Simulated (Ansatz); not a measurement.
# Re(0001) with 2 thermally displaced layers, 2x2: scattering by thermal displacements, part 2 of 2

Aim: the resistivity of Re at 273 K from frozen thermal displacements between perfect leads. The measured value for the pure metal at this temperature is 17.2 µΩ cm (CRC Handbook of Chemistry and Physics, 84th ed., 2003, Electrical Resistivity of Pure Metals).

Ansatz 0.2.0; Ansatz plane-wave DFT, PBE, PAW files; ballistic transport by layer matching (Landauer), zero bias; PAW set soft_1.

So far, open channels per spin nearest the Fermi level: step 2 (with 2 displaced layers) 5.38.

## Step 3: With 6 displaced layers

Each atom of 6 layers is moved at random, by amounts drawn from a normal law 0.0351 Å wide in each direction from the Debye model (430 K) at 273 K. A fresh draw is used; the growth of the resistance with length is what counts.

System of this step: Re(0001) with 6 thermally displaced layers, 2x2. The cell holds 64 atoms: 64 Re. Its edges and angles: a = 5.522 Å, b = 5.522 Å, c = 35.666 Å, α = 90.0°, β = 90.0°, γ = 120.0°. It derives from Re. Regions: lead, 40 atoms (40 Re); scattering region, 24 atoms (24 Re). The structure is stacked along c, and the current runs across the ab planes.

input.yaml reads:

```yaml
crystal:
  lattice:
    - [5.5216, 0.0, 0.0]
    - [-2.7608, 4.7818458695, 0.0]
    - [0.0, 0.0, 35.6656]
  atoms:
    - { symbol: Re, position: [0.1666666667, 0.3333333333, 0.03125] }
    - { symbol: Re, position: [0.1666666667, 0.8333333333, 0.03125] }
    - { symbol: Re, position: [0.6666666667, 0.3333333333, 0.03125] }
    - { symbol: Re, position: [0.6666666667, 0.8333333333, 0.03125] }
    - { symbol: Re, position: [0.3333333333, 0.1666666667, 0.09375] }
    - { symbol: Re, position: [0.3333333333, 0.6666666667, 0.09375] }
    - { symbol: Re, position: [0.8333333333, 0.1666666667, 0.09375] }
    - { symbol: Re, position: [0.8333333333, 0.6666666667, 0.09375] }
    - { symbol: Re, position: [0.1666666667, 0.3333333333, 0.15625] }
    - { symbol: Re, position: [0.1666666667, 0.8333333333, 0.15625] }
    - { symbol: Re, position: [0.6666666667, 0.3333333333, 0.15625] }
    - { symbol: Re, position: [0.6666666667, 0.8333333333, 0.15625] }
    - { symbol: Re, position: [0.3333333333, 0.1666666667, 0.21875] }
    - { symbol: Re, position: [0.3333333333, 0.6666666667, 0.21875] }
    - { symbol: Re, position: [0.8333333333, 0.1666666667, 0.21875] }
    - { symbol: Re, position: [0.8333333333, 0.6666666667, 0.21875] }
    - { symbol: Re, position: [0.1666666667, 0.3333333333, 0.28125] }
    - { symbol: Re, position: [0.1666666667, 0.8333333333, 0.28125] }
    - { symbol: Re, position: [0.6666666667, 0.3333333333, 0.28125] }
    - { symbol: Re, position: [0.6666666667, 0.8333333333, 0.28125] }
    - { symbol: Re, position: [0.3394204198, 0.167356608, 0.3430184331] }
    - { symbol: Re, position: [0.3257956059, 0.6633074895, 0.3439666612] }
    - { symbol: Re, position: [0.8261490277, 0.1651315603, 0.3435933304] }
    - { symbol: Re, position: [0.8375584185, 0.6682420159, 0.3440996694] }
    - { symbol: Re, position: [0.1620355716, 0.3323821195, 0.4070213935] }
    - { symbol: Re, position: [0.1715383109, 0.8240932514, 0.407739627] }
    - { symbol: Re, position: [0.6780875035, 0.3390672536, 0.4065102114] }
    - { symbol: Re, position: [0.6700215828, 0.8440335156, 0.4081787984] }
    - { symbol: Re, position: [0.349609514, 0.1763180043, 0.4691016449] }
    - { symbol: Re, position: [0.3256373717, 0.6666339785, 0.4693959393] }
    - { symbol: Re, position: [0.8265948627, 0.1695664047, 0.4691729649] }
    - { symbol: Re, position: [0.8334120916, 0.657976613, 0.468098917] }
    - { symbol: Re, position: [0.1596003536, 0.3247483429, 0.532961453] }
    - { symbol: Re, position: [0.164721973, 0.8357475892, 0.5309955773] }
    - { symbol: Re, position: [0.681575583, 0.3430232529, 0.531873188] }
    - { symbol: Re, position: [0.652852905, 0.8337151657, 0.5319227138] }
    - { symbol: Re, position: [0.3374467737, 0.162131945, 0.5955427701] }
    - { symbol: Re, position: [0.3225137475, 0.6618118176, 0.5946700435] }
    - { symbol: Re, position: [0.8409927265, 0.1813619078, 0.5939354937] }
    - { symbol: Re, position: [0.8279235512, 0.6638957881, 0.5926763655] }
    - { symbol: Re, position: [0.1608594582, 0.3379598231, 0.6568218388] }
    - { symbol: Re, position: [0.1721254283, 0.8277954013, 0.6579119992] }
    - { symbol: Re, position: [0.6706173049, 0.3448876656, 0.6558241599] }
    - { symbol: Re, position: [0.6629087798, 0.8351664685, 0.6572648994] }
    - { symbol: Re, position: [0.3333333333, 0.1666666667, 0.71875] }
    - { symbol: Re, position: [0.3333333333, 0.6666666667, 0.71875] }
    - { symbol: Re, position: [0.8333333333, 0.1666666667, 0.71875] }
    - { symbol: Re, position: [0.8333333333, 0.6666666667, 0.71875] }
    - { symbol: Re, position: [0.1666666667, 0.3333333333, 0.78125] }
    - { symbol: Re, position: [0.1666666667, 0.8333333333, 0.78125] }
    - { symbol: Re, position: [0.6666666667, 0.3333333333, 0.78125] }
    - { symbol: Re, position: [0.6666666667, 0.8333333333, 0.78125] }
    - { symbol: Re, position: [0.3333333333, 0.1666666667, 0.84375] }
    - { symbol: Re, position: [0.3333333333, 0.6666666667, 0.84375] }
    - { symbol: Re, position: [0.8333333333, 0.1666666667, 0.84375] }
    - { symbol: Re, position: [0.8333333333, 0.6666666667, 0.84375] }
    - { symbol: Re, position: [0.1666666667, 0.3333333333, 0.90625] }
    - { symbol: Re, position: [0.1666666667, 0.8333333333, 0.90625] }
    - { symbol: Re, position: [0.6666666667, 0.3333333333, 0.90625] }
    - { symbol: Re, position: [0.6666666667, 0.8333333333, 0.90625] }
    - { symbol: Re, position: [0.3333333333, 0.1666666667, 0.96875] }
    - { symbol: Re, position: [0.3333333333, 0.6666666667, 0.96875] }
    - { symbol: Re, position: [0.8333333333, 0.1666666667, 0.96875] }
    - { symbol: Re, position: [0.8333333333, 0.6666666667, 0.96875] }
kpoints:
  mp_grid: { grid: [5, 5, 1] }
hamiltonian:
  xc: pbe
  pseudopotentials: { kind: paw, azcp: { folder: soft_1 } }
scf:
  occupations: { method: fermi_dirac, width: 0.1 }
output:
  transmission:
    leads: [[0, 8]]
    kmesh: [10, 10]
    e_range: [-0.05, 0.05]
    de: 0.05
  write_potential: true
  write_density: true
  volumetric_format: npy
```

Launch:

```sh
$ ansatz run input.yaml --threads 4 --pin off --max-ram 15360MiB --backend cpu --events-out ev --progress --plain --runs-dir out
```

Numbers of over 12 decimals in the logs are rounded to 6 here.

Log:

```text
[...]
Crystal: 64 atoms, lattice volume = 941.695 Å³
Basis set: ecut = 420 eV, 18377 PW (Γ)
Bands: 576, of which v1, the nominal top of the filled ones, is band 480 counted from 1 (479 counted from 0)
Symmetry: 1 space group operations
[...]
k-points: 13 of 25 (time reversal used)
[...]
SCF iter   1: F=—  HF=-695646.846963 eV  |F-HF|=—  |Δ(HF+E_count)|=         —  Δρ=6.06e-2  dr2=3.35e1  ethr=3.10e-3  ⟨swp⟩=5.0  Hψ=22512  notcnv=0
[...]
SCF iter   7: F=-695635.043862 eV  HF=-695635.043862 eV  |F-HF|=4.46e-8  |Δ(HF+E_count)|=   1.21e-7  Δρ=2.56e-6  dr2=7.09e-8  ethr=1.04e-11  ⟨swp⟩=8.4  Hψ=20768  notcnv=0
SCF 1 converged in 7 iterations: F = -695635.043862 eV  dr2 = 7.09e-8
[...]
transmission: 344 of 3432 steps passed
transmission: 689 of 3432 steps passed
[...]
transmission: 3432 of 3432 steps passed
SCF converged after 7 iterations
Free energy (F): -695635.043862 eV
[...]
Internal energy: -695633.295458 eV  (E = F + TS)
E sigma→0 (E₀):  -695634.169660 eV
Entropy (-TS):   -1.748404 eV (-27.319 meV/atom)
Fermi energy:    24.062917 eV
[...]
--- Band table (eV; the first three rows and the last of 13) ---
  k-point 0: bands = [... 476 lower, 24.5131, 24.5276, 24.6528, 24.9367, 24.9421, 24.9436, 24.9532, 24.9577, ... 92 higher]
  k-point 1: bands = [... 476 lower, 24.1644, 24.1765, 24.1995, 24.2720, 24.2763, 24.2902, 24.3051, 24.3500, ... 92 higher]
  k-point 2: bands = [... 476 lower, 23.6698, 23.6884, 23.7355, 23.7528, 23.8990, 23.9441, 23.9973, 24.0094, ... 92 higher]
  k-point 12: bands = [... 476 lower, 23.7676, 23.7832, 23.7905, 23.8436, 23.8603, 23.9663, 23.9786, 24.0978, ... 92 higher]
--- Transmission ---
  basis      : 235 plane waves across, 66 finite elements along
  points     : 52, standing for a mesh of 10 x 10
[...]
channels       : 5.380000e0 a spin
[...]
junction   : crystal 0 to crystal 0, 0.70 to 31.91 Å
    transmission   : 4.614032e0 a spin
[...]
```

It took 15 min on 4 threads of Arm Neoverse V2, shared host; peak memory 10 GiB.

Numbers from this step:

- free energy: -695635.0439 eV
- energy at zero smearing: -695634.1697 eV
- Fermi energy: 24.06 eV
- transmission per spin nearest the Fermi level: 4.614
- step of the lead's potential: 4.4 meV

Per spin. Table of transmission, zone mean by energy, zero at the Fermi level:

```csv
energy (eV),"transmission, zone mean"
-0.0500,4.54
0.0000,4.61
0.0500,4.48
```

Over the solved energies the transmission per spin lies between 4.48 and 4.61, out of 5.28 channels of the lead on average (up to 5.38).

## Step 4: With 10 displaced layers

Each atom of 10 layers is moved at random, by amounts drawn from a normal law 0.0351 Å wide in each direction from the Debye model (430 K) at 273 K. A fresh draw is used; the growth of the resistance with length is what counts.

System of this step: Re(0001) with 10 thermally displaced layers, 2x2. The cell holds 80 atoms: 80 Re. Cell: a = 5.522 Å, b = 5.522 Å, c = 44.582 Å, α = 90.0°, β = 90.0°, γ = 120.0°. It derives from Re. Regions: lead, 40 atoms (40 Re); scattering region, 40 atoms (40 Re). The structure is stacked along c, and the current runs across the ab planes.

input.yaml reads:

```yaml
crystal:
  lattice:
    - [5.5216, 0.0, 0.0]
    - [-2.7608, 4.7818458695, 0.0]
    - [0.0, 0.0, 44.582]
  atoms:
    - { symbol: Re, position: [0.1666666667, 0.3333333333, 0.025] }
    - { symbol: Re, position: [0.1666666667, 0.8333333333, 0.025] }
    - { symbol: Re, position: [0.6666666667, 0.3333333333, 0.025] }
    - { symbol: Re, position: [0.6666666667, 0.8333333333, 0.025] }
    - { symbol: Re, position: [0.3333333333, 0.1666666667, 0.075] }
    - { symbol: Re, position: [0.3333333333, 0.6666666667, 0.075] }
    - { symbol: Re, position: [0.8333333333, 0.1666666667, 0.075] }
    - { symbol: Re, position: [0.8333333333, 0.6666666667, 0.075] }
    - { symbol: Re, position: [0.1666666667, 0.3333333333, 0.125] }
    - { symbol: Re, position: [0.1666666667, 0.8333333333, 0.125] }
    - { symbol: Re, position: [0.6666666667, 0.3333333333, 0.125] }
    - { symbol: Re, position: [0.6666666667, 0.8333333333, 0.125] }
    - { symbol: Re, position: [0.3333333333, 0.1666666667, 0.175] }
    - { symbol: Re, position: [0.3333333333, 0.6666666667, 0.175] }
    - { symbol: Re, position: [0.8333333333, 0.1666666667, 0.175] }
    - { symbol: Re, position: [0.8333333333, 0.6666666667, 0.175] }
    - { symbol: Re, position: [0.1666666667, 0.3333333333, 0.225] }
    - { symbol: Re, position: [0.1666666667, 0.8333333333, 0.225] }
    - { symbol: Re, position: [0.6666666667, 0.3333333333, 0.225] }
    - { symbol: Re, position: [0.6666666667, 0.8333333333, 0.225] }
    - { symbol: Re, position: [0.332208098, 0.1623695636, 0.2739442443] }
    - { symbol: Re, position: [0.3262703542, 0.6703557763, 0.2757790634] }
    - { symbol: Re, position: [0.8283468423, 0.1587820736, 0.2756872246] }
    - { symbol: Re, position: [0.8225790855, 0.6614335732, 0.275488841] }
    - { symbol: Re, position: [0.1537833705, 0.3361688384, 0.3245421551] }
    - { symbol: Re, position: [0.1670834265, 0.8327777719, 0.3251590965] }
    - { symbol: Re, position: [0.6682957841, 0.3277677782, 0.3261185415] }
    - { symbol: Re, position: [0.674377455, 0.8395253533, 0.3259169354] }
    - { symbol: Re, position: [0.3414362268, 0.172861226, 0.3750595043] }
    - { symbol: Re, position: [0.3237697595, 0.6656755921, 0.3743942682] }
    - { symbol: Re, position: [0.8252392952, 0.1685634107, 0.3745524601] }
    - { symbol: Re, position: [0.822961075, 0.6590122474, 0.3752112874] }
    - { symbol: Re, position: [0.173798903, 0.3430386387, 0.4249890469] }
    - { symbol: Re, position: [0.1784337067, 0.8436243322, 0.4259053654] }
    - { symbol: Re, position: [0.6561422443, 0.342350448, 0.4252673356] }
    - { symbol: Re, position: [0.6707221871, 0.8360577124, 0.4253012915] }
    - { symbol: Re, position: [0.3340464058, 0.1640326589, 0.473503107] }
    - { symbol: Re, position: [0.3296918822, 0.6607682063, 0.4758502624] }
    - { symbol: Re, position: [0.8318043485, 0.167279279, 0.4743312234] }
    - { symbol: Re, position: [0.8300456898, 0.6665820274, 0.4738307707] }
    - { symbol: Re, position: [0.1681884842, 0.3325548859, 0.5240666477] }
    - { symbol: Re, position: [0.153307007, 0.8370985415, 0.5247657535] }
    - { symbol: Re, position: [0.6624315824, 0.331600232, 0.5264298588] }
    - { symbol: Re, position: [0.666667993, 0.8339690183, 0.5238294344] }
    - { symbol: Re, position: [0.3471698485, 0.1733999653, 0.5758398494] }
    - { symbol: Re, position: [0.3369999152, 0.6733938506, 0.5752919948] }
    - { symbol: Re, position: [0.8366720719, 0.1655497467, 0.573839813] }
    - { symbol: Re, position: [0.8327721629, 0.6524663052, 0.5748111312] }
    - { symbol: Re, position: [0.1615401064, 0.3256799484, 0.6254826266] }
    - { symbol: Re, position: [0.163790393, 0.8301272261, 0.6254091991] }
    - { symbol: Re, position: [0.6687344617, 0.3435268368, 0.6252766517] }
    - { symbol: Re, position: [0.6565176591, 0.8190646815, 0.6239705878] }
    - { symbol: Re, position: [0.3400551324, 0.1662952915, 0.674777135] }
    - { symbol: Re, position: [0.3390706414, 0.6572535076, 0.6745389931] }
    - { symbol: Re, position: [0.8324812624, 0.1709697029, 0.674477691] }
    - { symbol: Re, position: [0.8235447126, 0.6548867302, 0.6755741153] }
    - { symbol: Re, position: [0.1700421578, 0.32983728, 0.7251285748] }
    - { symbol: Re, position: [0.1567198145, 0.8298707715, 0.7260846691] }
    - { symbol: Re, position: [0.6760070154, 0.350288724, 0.7243803526] }
    - { symbol: Re, position: [0.6696373425, 0.8318985471, 0.7254453897] }
    - { symbol: Re, position: [0.3333333333, 0.1666666667, 0.775] }
    - { symbol: Re, position: [0.3333333333, 0.6666666667, 0.775] }
    - { symbol: Re, position: [0.8333333333, 0.1666666667, 0.775] }
    - { symbol: Re, position: [0.8333333333, 0.6666666667, 0.775] }
    - { symbol: Re, position: [0.1666666667, 0.3333333333, 0.825] }
    - { symbol: Re, position: [0.1666666667, 0.8333333333, 0.825] }
    - { symbol: Re, position: [0.6666666667, 0.3333333333, 0.825] }
    - { symbol: Re, position: [0.6666666667, 0.8333333333, 0.825] }
    - { symbol: Re, position: [0.3333333333, 0.1666666667, 0.875] }
    - { symbol: Re, position: [0.3333333333, 0.6666666667, 0.875] }
    - { symbol: Re, position: [0.8333333333, 0.1666666667, 0.875] }
    - { symbol: Re, position: [0.8333333333, 0.6666666667, 0.875] }
    - { symbol: Re, position: [0.1666666667, 0.3333333333, 0.925] }
    - { symbol: Re, position: [0.1666666667, 0.8333333333, 0.925] }
    - { symbol: Re, position: [0.6666666667, 0.3333333333, 0.925] }
    - { symbol: Re, position: [0.6666666667, 0.8333333333, 0.925] }
    - { symbol: Re, position: [0.3333333333, 0.1666666667, 0.975] }
    - { symbol: Re, position: [0.3333333333, 0.6666666667, 0.975] }
    - { symbol: Re, position: [0.8333333333, 0.1666666667, 0.975] }
    - { symbol: Re, position: [0.8333333333, 0.6666666667, 0.975] }
kpoints:
  mp_grid: { grid: [5, 5, 1] }
hamiltonian:
  xc: pbe
  pseudopotentials: { kind: paw, azcp: { folder: soft_1 } }
scf:
  occupations: { method: fermi_dirac, width: 0.1 }
output:
  transmission:
    leads: [[0, 8]]
    kmesh: [10, 10]
    e_range: [-0.05, 0.05]
    de: 0.05
  write_potential: true
  write_density: true
  volumetric_format: npy
```

Log:

```text
[...]
Crystal: 80 atoms, lattice volume = 1177.118 Å³
Basis set: ecut = 420 eV, 23015 PW (Γ)
Bands: 720, of which v1, the nominal top of the filled ones, is band 600 counted from 1 (599 counted from 0)
Symmetry: 1 space group operations
[...]
k-points: 13 of 25 (time reversal used)
[...]
SCF iter   1: F=—  HF=-869558.358491 eV  |F-HF|=—  |Δ(HF+E_count)|=         —  Δρ=6.05e-2  dr2=4.12e1  ethr=3.10e-3  ⟨swp⟩=5.0  Hψ=28079  notcnv=0
[...]
SCF iter   8: F=-869543.565452 eV  HF=-869543.565452 eV  |F-HF|=1.86e-9  |Δ(HF+E_count)|=   1.56e-8  Δρ=4.66e-7  dr2=3.45e-9  ethr=8.33e-12  ⟨swp⟩=8.0  Hψ=22563  notcnv=0
SCF 1 converged in 8 iterations: F = -869543.565452 eV  dr2 = 3.45e-9
[...]
transmission: 422 of 4212 steps passed
transmission: 845 of 4212 steps passed
[...]
transmission: 4212 of 4212 steps passed
SCF converged after 8 iterations
Free energy (F): -869543.565452 eV
[...]
Internal energy: -869541.396422 eV  (E = F + TS)
E sigma→0 (E₀):  -869542.480937 eV
Entropy (-TS):   -2.169029 eV (-27.113 meV/atom)
Fermi energy:    24.052195 eV
[...]
--- Band table (eV; the first three rows and the last of 13) ---
  k-point 0: bands = [... 596 lower, 24.6551, 24.6632, 24.6692, 24.6858, 24.6933, 24.8082, 24.8366, 24.8646, ... 116 higher]
  k-point 1: bands = [... 596 lower, 24.1748, 24.1932, 24.2043, 24.2556, 24.2668, 24.2797, 24.2933, 24.3102, ... 116 higher]
  k-point 2: bands = [... 596 lower, 23.6932, 23.7075, 23.7339, 23.7440, 23.8989, 23.9135, 23.9472, 23.9696, ... 116 higher]
  k-point 12: bands = [... 596 lower, 23.8041, 23.8168, 23.8337, 23.8553, 23.8705, 23.8875, 23.9016, 24.0687, ... 116 higher]
--- Transmission ---
  basis      : 235 plane waves across, 81 finite elements along
  points     : 52, standing for a mesh of 10 x 10
[...]
channels       : 5.380000e0 a spin
[...]
junction   : crystal 0 to crystal 0, 1.53 to 41.65 Å
    transmission   : 4.215106e0 a spin
[...]
```

The job ended after 25 min (4 threads; peak memory 8.4 GiB; 1.5 h of CPU time).

Numbers from this step:

* free energy: -869543.5655 eV
* energy at zero smearing: -869542.4809 eV
* Fermi energy: 24.05 eV
* transmission per spin nearest the Fermi level: 4.215
* step of the lead's potential: 1.6 meV

Per spin. The transmission, zone mean by energy, zero at the Fermi level:

```csv
energy (eV),"transmission, zone mean"
-0.0500,4.13
0.0000,4.22
0.0500,4.00
```

Over the solved energies the transmission per spin lies between 4.00 and 4.22, out of 5.26 channels of the lead on average (up to 5.38).

## Step 5: The fit

This step: Ansatz plane-wave DFT, PBE, PAW files; ballistic transport by layer matching (Landauer), zero bias; resistivity from the slope of the area resistance; PAW set soft_1 (Ansatz 0.2.0).

Numbers from this step:

| Quantity | Value |
| --- | --- |
| resistivity | 8.506 µΩ cm |
| intercept | -0.009116 fΩ m² |
| scatter about the fit | 1.85e-5 fΩ m² |

Resistance, by row:

```csv
run,length (Å),T,channels N,RA (fΩ m²)
n2,4.458,5.055,5.28,0.02879
n6,13.37,4.543,5.28,0.1047
n10,22.29,4.114,5.26,0.1805
```

The area resistance by length of the displaced region:

```csv
length of the displaced region (Å),area resistance (fΩ m²)
4.46,0.0288
13.37,0.105
22.29,0.180
```

The area resistance goes from 0.029 to 0.18 fΩ m² between 4.5 and 22.3 Å, a slope of 8.5 µΩ cm.

By hand from the end points: (0.1805 − 0.02879) fΩ m² / (22.29 − 4.46) Å = 8.5 µΩ cm, since 1 fΩ m² per Å is 1000 µΩ cm.

## Step 6: Summary of results

| Item | Value |
| --- | --- |
| resistivity from the slope | 8.51 µΩ cm |
| area resistance over 4.46 Å | 0.0288 fΩ m² |
| area resistance over 13.4 Å | 0.105 fΩ m² |
| area resistance over 22.3 Å | 0.180 fΩ m² |

**Reading.** The slope gives 8.5 µΩ cm. The points scatter by 1.9e-5 fΩ m² about the line, with one random draw a length in a 2x2 cell, so the slope is a rough value. The mean square of the displacements drawn is 0.73, 0.99 and 0.93 of the nominal one at the three lengths; with each resistance scaled back by that, the slope is 8.7 µΩ cm, the value used below. The current runs along the hexagonal axis, while the measured value below is not for that direction. Read with a model of isotropic scattering on a spherical Fermi surface and the lead's 1.5×10¹⁵ S/m², this slope means a mean free path near 62 Å; over these lengths the model's slope is 1.12 times its bulk resistivity, which would be 7.8 µΩ cm. Uncorrelated displacements put too much weight on short waves, which scatter strongly; with the sideways repeat of a small cell, one draw and three short lengths, the method is good to a factor of two or three. The measured value is 17.2 µΩ cm (CRC Handbook of Chemistry and Physics, 84th ed., 2003, Electrical Resistivity of Pure Metals); the scaled slope is 0.51 times that and the corrected value 0.45: low. Spin-orbit coupling is left out, which matters for Re.

[Logs are printed without paths, hosts, clocks, repeated set-up lines and the standing remarks that a program may print on its own settings, such as how far it seeks lower states.]

[Hosts, paths, dates, database ids (printed as entryN), source tags and the programs' standing remarks are cut or masked in the printed files.]
